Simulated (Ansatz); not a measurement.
# What went wrong? (8,0) carbon nanotube bundle (64 atoms)

Program: Ansatz 0.2.0. The cell: 64 C.

File input.yaml:

```yaml
crystal:
  lattice:
    - [9.56434, 0.0, 0.0]
    - [-4.78217, 8.28296, 0.0]
    - [0.0, 0.0, 8.52169]
  atoms:
    - { symbol: C, position: [0.32989, 0.00214, 0.16763] }
    - { symbol: C, position: [0.37196, 0.13834, 0.07645] }
    - { symbol: C, position: [0.372, 0.26594, 0.16499] }
    - { symbol: C, position: [0.29776, 0.34824, 0.07923] }
    - { symbol: C, position: [0.37327, 0.14929, 0.42079] }
    - { symbol: C, position: [0.36458, 0.26841, 0.33531] }
    - { symbol: C, position: [0.18914, 0.37689, 0.17225] }
    - { symbol: C, position: [0.05493, 0.35056, 0.08366] }
    - { symbol: C, position: [0.29598, 0.34861, 0.42169] }
    - { symbol: C, position: [0.18537, 0.3728, 0.33353] }
    - { symbol: C, position: [0.89832, 0.26081, 0.16479] }
    - { symbol: C, position: [0.76595, 0.14247, 0.08556] }
    - { symbol: C, position: [0.04615, 0.35063, 0.41886] }
    - { symbol: C, position: [0.90396, 0.27095, 0.32842] }
    - { symbol: C, position: [0.6794, 0.00378, 0.16413] }
    - { symbol: C, position: [0.62351, 0.85599, 0.08367] }
    - { symbol: C, position: [0.76806, 0.1402, 0.4166] }
    - { symbol: C, position: [0.67872, 0.00331, 0.33809] }
    [... 40 atom lines left out ...]
    - { symbol: C, position: [0.09809, 0.73195, 0.66461] }
    - { symbol: C, position: [0.23169, 0.85578, 0.58395] }
    - { symbol: C, position: [0.94294, 0.64737, 0.91962] }
    - { symbol: C, position: [0.09627, 0.73908, 0.83159] }
    - { symbol: C, position: [0.23108, 0.85689, 0.92138] }
    - { symbol: C, position: [0.32293, 0.004, 0.83505] }
kpoints:
  mp_grid: { grid: [2, 2, 2] }
hamiltonian:
  xc: pbe
  dispersion: d3bj
scf:
  occupations: { method: fermi_dirac, width: 0.3 }
  n_extra_bands: 0
  max_iter: 60
output:
  forces: true
```

Command:

```
$ ansatz run input.yaml --threads 4 --pin off --max-ram 8192MiB --backend cpu --events-out ev --progress --plain --runs-dir out
```

What it wrote:

```text
Error: inconsistent input (scf.n_extra_bands, scf.occupations.method): n_bands = 128 leaves no empty band above the 128 bands per channel that the deck's 256 electrons occupy, and the occupations search for the Fermi level (a smearing at a finite width, or tetrahedra): [...]
```

Elapsed: 0.03 s, on 4 threads of Arm Neoverse V2, shared host; peak memory 0.062 GiB.

What is at fault here, and what would mend it?

Too few bands: scf.n_extra_bands = 0 and scf.occupations = {"method": "fermi_dirac", "width": 0.3}.

The fix is to take out scf.n_extra_bands.

The program refused it before any cycle.

[Logs are printed without paths, hosts, clocks, repeated set-up lines and the standing remarks that a program may print on its own settings, such as how far it seeks lower states.]

[Hosts, paths, dates, database ids (printed as entryN), source tags and the programs' standing remarks are cut or masked in the printed files.]
